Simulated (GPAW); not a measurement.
# Work function of ZrGe2As4 monolayer at several levels, part 2 of 2

Aim: the work function of both faces of ZrGe2As4 monolayer, and its spread over functionals and bases.

GPAW 26.7.0; GPAW, PAW setups; layer in a repeated cell with vacuum, relaxation of atoms and in-plane cell (the session's first sound run).

So far, upper work function (eV): step 3 (the slab's potential, PBE, GPAW) 5.08; step 4 (self-consistent run: xc = "vdW-DF2", GPAW, PAW setups, GPAW) 5.39; step 5 (OptPBE vdW: xc = "optPBE-vdW", GPAW, PAW setups, GPAW) 5.27; step 6 (self-consistent run: xc = "revPBE") 4.98.

## Step 7: Self-consistent run: xc = "LDA"

Level of this step: GPAW, PAW setups; slab in vacuum (GPAW).

The same geometry under LDA, to see how far the functional moves the levels against the vacuum.

Contents of run.py:

```python
import json
import numpy as np
from ase import Atoms
from gpaw import GPAW, PW

slab = Atoms(
    ['As', 'Ge', 'As', 'Zr', 'As', 'Ge', 'As'],
    positions=[
        [-0.00000, 0.00000, 9.00000],
        [-0.00000, 2.23805, 10.11960],
        [-0.00000, 2.23805, 12.57247],
        [0.00000, -0.00000, 14.11531],
        [-0.00000, 2.23805, 15.65816],
        [-0.00000, 2.23805, 18.11102],
        [0.00000, 0.00000, 19.23063]],
    cell=[[3.87641, -0.0, 0.0], [-1.9382, 3.35706, 0.0], [0.0, 0.0, 28.2306]],
    pbc=[True, True, False])

slab.calc = GPAW(mode=PW(400), xc='LDA', kpts={'size': (9, 9, 1), 'gamma': True},
                 occupations={'name': 'fermi-dirac', 'width': 0.05}, nbands='200%',
                 convergence={'density': 1e-05}, maxiter=200,
                 poissonsolver={'dipolelayer': 'xy'},
                 symmetry={'tolerance': 1e-3}, txt='slab.txt')
result = {}
energy = slab.get_potential_energy()
fermi = slab.calc.get_fermi_level()
v = slab.calc.get_electrostatic_potential().mean((0, 1)) - fermi
n = slab.calc.get_pseudo_density().mean((0, 1))
L = slab.cell[2, 2]
z = np.arange(len(v)) * L / len(v)
low, high = slab.positions[:, 2].min(), slab.positions[:, 2].max()
below, above = np.interp([low - 6.8, high + 6.8], z, v)
slopes = [np.interp(x, z, np.gradient(v, z)) for x in (low - 6.8, high + 6.8)]
eps = np.array([[slab.calc.get_eigenvalues(k, s) for k in range(len(slab.calc.get_ibz_k_points()))]
                for s in range(slab.calc.get_number_of_spins())]) - fermi
top, bottom = eps[eps < 0].max(), eps[eps > 0].min()
dipole = slab.get_dipole_moment()[2]
print(f'energy {energy:.4f} eV, Fermi level {fermi:.4f} eV, dipole {dipole:.5f} e A')
print(f'potential 6.8 A off the faces, from the Fermi level: lower {below:.4f} eV, upper {above:.4f} eV')
print(f'slope of the potential there: lower {slopes[0]:.5f}, upper {slopes[1]:.5f} eV/A')
print(f'nearest levels on the mesh: {top:.4f} and {bottom:.4f} eV')
print('magnetic moment', round(slab.get_magnetic_moment(), 3))
result.update(energy=energy, fermi=fermi, dipole=dipole, below=below, above=above, slopes=slopes, edges=[top, bottom],
              z=z.tolist(), v=v.tolist(), n=n.tolist(), positions=slab.positions.tolist(),
              forces=slab.get_forces(apply_constraint=False).tolist(), moments=slab.get_magnetic_moments().tolist())
json.dump(result, open('result.json', 'w'))
```

Started as:

```
$ OMP_NUM_THREADS=1 OPENBLAS_NUM_THREADS=1 python run.py
```

The program printed:

```text
energy -41.1877 eV, Fermi level -0.5669 eV, dipole 0.00225 e A
potential 6.8 A off the faces, from the Fermi level: lower 5.3413 eV, upper 5.3329 eV
slope of the potential there: lower -0.00015, upper 0.00015 eV/A
nearest levels on the mesh: -0.1427 and 0.0273 eV
magnetic moment 0.0
```

Run time: 68 s. Hardware: 1 thread of Arm Neoverse V2, shared host; peak memory 0.28 GiB.

This step gave:

```
dipole along the normal                    : 0.002253 e·Å
levels nearest the Fermi level on the mesh : -0.1427, 0.02730 eV from the Fermi level
upper work function                        : 5.333 eV
lower work function                        : 5.341 eV
```

The electrostatic potential energy of an electron (without an applied field's), less the Fermi level, planar mean oscillates, so the rows of the table below give means over windows of 1.78 Å about each position, cut where the curve ends. Its maxima inside the range that stand out by 2 % of the span (Å: eV): 9.6: -8.22, 11.4: 3.05, 13.3: -4.29, 15.0: -4.29, 16.8: 3.05, 18.6: -8.23. Its minima: 9.1: -11.9, 10.0: -11.5, 12.5: -10.3, 14.1: -14.8, 15.7: -10.3, 18.2: -11.5, 19.1: -12.0.

Table of electrostatic potential energy of an electron (without an applied field's), less the Fermi level, planar mean by z; means over each step:

z (Å), electrostatic potential energy of an electron (without an applied field's), less the Fermi level, planar mean (eV) and a bar from the least value:
```
     0.89        5.3 ##############################
     2.67        5.3 ##############################
     4.45        5.3 ##############################
     6.23        5.3 ##############################
     8.01        0.7 #####################
     9.79       -9.3 #
    11.57       -0.3 ###################
    13.35       -8.9 ##
    15.13       -7.9 ####
    16.91        0.1 ####################
    18.69       -9.9 
    20.47        2.6 #########################
    22.25        5.3 ##############################
    24.03        5.3 ##############################
    25.81        5.3 ##############################
    27.59        5.3 ##############################
```

The upper face's work function is 5.333 eV, against 5.076 eV in the first plane-wave PBE run at this geometry.

## Step 8: Self-consistent run: xc = "RPBE"

The same geometry under RPBE, to see how far the functional moves the levels against the vacuum.

Changes to run.py since step 7:

```diff
@@ -18,3 +18,3 @@
 
-slab.calc = GPAW(mode=PW(400), xc='LDA', kpts={'size': (9, 9, 1), 'gamma': True},
+slab.calc = GPAW(mode=PW(400), xc='RPBE', kpts={'size': (9, 9, 1), 'gamma': True},
                  occupations={'name': 'fermi-dirac', 'width': 0.05}, nbands='200%',
```

The program printed:

```text
energy -34.3486 eV, Fermi level -0.1654 eV, dipole 0.00223 e A
potential 6.8 A off the faces, from the Fermi level: lower 4.9826 eV, upper 4.9743 eV
slope of the potential there: lower -0.00015, upper 0.00015 eV/A
nearest levels on the mesh: -0.0203 and 0.0825 eV
magnetic moment 0.0
```

Run time: 70 s. Hardware: 1 thread; peak memory 0.28 GiB.

Numbers from this step:

```
dipole along the normal                    : 0.002226 e·Å
levels nearest the Fermi level on the mesh : -0.02027, 0.08247 eV from the Fermi level
upper work function                        : 4.974 eV
lower work function                        : 4.983 eV
```

The electrostatic potential energy of an electron (without an applied field's), less the Fermi level, planar mean oscillates, so the rows of the table below give means over windows of 1.78 Å about each position, cut where the curve ends. Its maxima inside the range that stand out by 2 % of the span (Å: eV): 9.6: -8.70, 11.4: 2.58, 13.3: -4.71, 15.0: -4.72, 16.8: 2.58, 18.6: -8.71. Its minima: 9.1: -12.4, 10.0: -12.0, 12.5: -10.7, 14.1: -15.3, 15.7: -10.7, 18.2: -12.0, 19.1: -12.4.

Electrostatic potential energy of an electron (without an applied field's), less the Fermi level, planar mean against z; means over each step:

```tsv
z (Å)	electrostatic potential energy of an electron (without an applied field's), less the Fermi level, planar mean (eV)
0.89	4.98
2.67	4.98
4.45	4.98
6.23	4.94
8.01	0.285
9.79	-9.76
11.57	-0.794
13.35	-9.32
15.13	-8.35
16.91	-0.385
18.69	-10.4
20.47	2.25
22.25	4.95
24.03	4.97
25.81	4.97
27.59	4.97
```

The upper face's work function is 4.974 eV, against 5.076 eV in the first plane-wave PBE run at this geometry.

## Step 9: Real-space grid: mode = "fd"

A real-space grid is a second complete basis, so it checks the plane-wave result.

Changes to run.py since step 8:

```diff
@@ -3,3 +3,3 @@
 from ase import Atoms
-from gpaw import GPAW, PW
+from gpaw import GPAW
 
@@ -18,3 +18,3 @@
 
-slab.calc = GPAW(mode=PW(400), xc='RPBE', kpts={'size': (9, 9, 1), 'gamma': True},
+slab.calc = GPAW(mode='fd', h=0.18, xc='PBE', kpts={'size': (9, 9, 1), 'gamma': True},
                  occupations={'name': 'fermi-dirac', 'width': 0.05}, nbands='200%',
```

The program printed:

```text
energy -36.7325 eV, Fermi level -5.0790 eV, dipole 0.00061 e A
potential 6.8 A off the faces, from the Fermi level: lower 5.0832 eV, upper 5.0748 eV
slope of the potential there: lower -0.00000, upper 0.00000 eV/A
nearest levels on the mesh: -0.1873 and 0.0075 eV
magnetic moment 0.0
```

The job ended after 5.3 min (1 thread; peak memory 1 GiB).

This step gave:

* dipole along the normal: 6.08e-4 e·Å
* levels nearest the Fermi level on the mesh: -0.1873, 0.007517 eV from the Fermi level
* upper work function: 5.075 eV
* lower work function: 5.083 eV

The upper face's work function is 5.075 eV, against 5.076 eV in the first plane-wave PBE run at this geometry.

## Step 10: Atomic orbitals: mode = "lcao"

Atom-centred orbitals end a few angstrom from the surface, which tests how much the density's tail matters.

Changes to run.py since step 9:

```diff
@@ -18,4 +18,4 @@
 
-slab.calc = GPAW(mode='fd', h=0.18, xc='PBE', kpts={'size': (9, 9, 1), 'gamma': True},
-                 occupations={'name': 'fermi-dirac', 'width': 0.05}, nbands='200%',
+slab.calc = GPAW(mode='lcao', basis='dzp', h=0.18, xc='PBE', kpts={'size': (9, 9, 1), 'gamma': True},
+                 occupations={'name': 'fermi-dirac', 'width': 0.05}, nbands='120%',
                  convergence={'density': 1e-05}, maxiter=200,
```

The program printed:

```text
energy -35.6680 eV, Fermi level -4.8337 eV, dipole 0.00061 e A
potential 6.8 A off the faces, from the Fermi level: lower 4.8379 eV, upper 4.8295 eV
slope of the potential there: lower -0.00000, upper -0.00000 eV/A
nearest levels on the mesh: -0.1818 and 0.0163 eV
magnetic moment 0.0
```

Wall time 2.2 min (1 thread); peak memory 0.43 GiB.

Numbers from this step:

```
dipole along the normal                    : 6.09e-4 e·Å
levels nearest the Fermi level on the mesh : -0.1818, 0.01629 eV from the Fermi level
upper work function                        : 4.830 eV
lower work function                        : 4.838 eV
```

The electrostatic potential energy of an electron (without an applied field's), less the Fermi level, planar mean oscillates, so the rows of the table below give means over windows of 1.81 Å about each position, cut where the curve ends. Its maxima inside the range that stand out by 2 % of the span (Å: eV): 9.6: -8.68, 11.4: 2.68, 13.2: -4.70, 15.0: -4.71, 16.8: 2.67, 18.6: -8.69. Its minima: 9.0: -12.5, 10.0: -11.9, 12.6: -10.6, 14.1: -15.2, 15.7: -10.6, 18.2: -12.0, 19.2: -12.5.

Electrostatic potential energy of an electron (without an applied field's), less the Fermi level, planar mean against z; means over each step:

z (Å), electrostatic potential energy of an electron (without an applied field's), less the Fermi level, planar mean (eV) and a bar from the least value:
```
     0.91        4.8 ##############################
     2.71        4.8 ##############################
     4.52        4.8 ##############################
     6.33        4.8 ##############################
     8.14       -1.0 ##################
     9.95       -8.7 ##
    11.76       -1.7 ################
    13.57       -9.6 
    15.38       -6.9 ######
    17.20       -1.4 #################
    19.00       -9.1 #
    20.81        3.8 ############################
    22.62        4.8 ##############################
    24.43        4.8 ##############################
    26.24        4.8 ##############################
    28.05        4.8 ##############################
```

The upper face's work function is 4.830 eV, against 5.076 eV in the first plane-wave PBE run at this geometry.

## Step 11: Cost and result by level

Times are for 1 thread of Arm Neoverse V2, shared host. Results by setting:

```tsv
no.	run	upper work function (eV)	lower work function (eV)	time	memory (GiB)
1	pw	5.076	5.085	70 s	0.28
2	vdW DF2	5.391	5.399	2.3 min	0.5
3	optPBE vdW	5.270	5.278	86 s	0.5
4	revPBE	4.976	4.984	70 s	0.28
5	LDA	5.333	5.341	68 s	0.28
6	RPBE	4.974	4.983	70 s	0.28
7	fd	5.075	5.083	5.3 min	1.0
8	lcao	4.830	4.838	2.2 min	0.43
```

## Step 12: Side by side

Results and costs are gathered.

This step: comparison of work functions, dipole and cost (GPAW 26.7.0).

Ladder, by row:

```tsv
step	code	work function, upper (eV)	work function, lower (eV)	dipole (e Å)	wall time (s)	peak memory (GiB)	threads
pw	GPAW	5.076	5.085	0.002234	70.38	0.28	1
vdW-DF2	GPAW	5.391	5.399	0.002229	135.6	0.5	1
optPBE-vdW	GPAW	5.27	5.278	0.002228	85.51	0.5	1
revPBE	GPAW	4.976	4.984	0.002228	70.38	0.28	1
LDA	GPAW	5.333	5.341	0.002253	68.45	0.28	1
RPBE	GPAW	4.974	4.983	0.002226	70.38	0.28	1
fd	GPAW	5.075	5.083	6.08e-4	320.5	1.03	1
lcao	GPAW	4.83	4.838	6.09e-4	132.5	0.43	1
```

## Step 13: Outcome

```
work function, upper and lower face : 5.076 and 5.085 eV
dipole along the normal             : 0.0022 e Å, near the numerical noise
```

**Reading.** With plane waves and PBE the work function is 5.08 eV on the upper face and 5.08 eV on the lower. Over the sound runs of the table the upper face's work function spans 4.830 (lcao) to 5.391 eV (vdW-DF2). Atomic orbitals miss the plane-wave value by -0.25 eV, since they describe the tail of the density in the vacuum poorly. The starting lattice was a guess from atomic radii; the relaxation moved it by 4 %. The small printed dipole stands for a step of -31 meV from the lower to the upper face, and the probes find -8.4 meV; values this small are near the numerical noise of both. The layer's cell and atoms come from the relaxation; spin-orbit coupling and temperature are left out.

[Logs are printed without paths, hosts, clocks, repeated set-up lines and the standing remarks that a program may print on its own settings, such as how far it seeks lower states.]

[Hosts, paths, dates, database ids (printed as entryN), source tags and the programs' standing remarks are cut or masked in the printed files.]
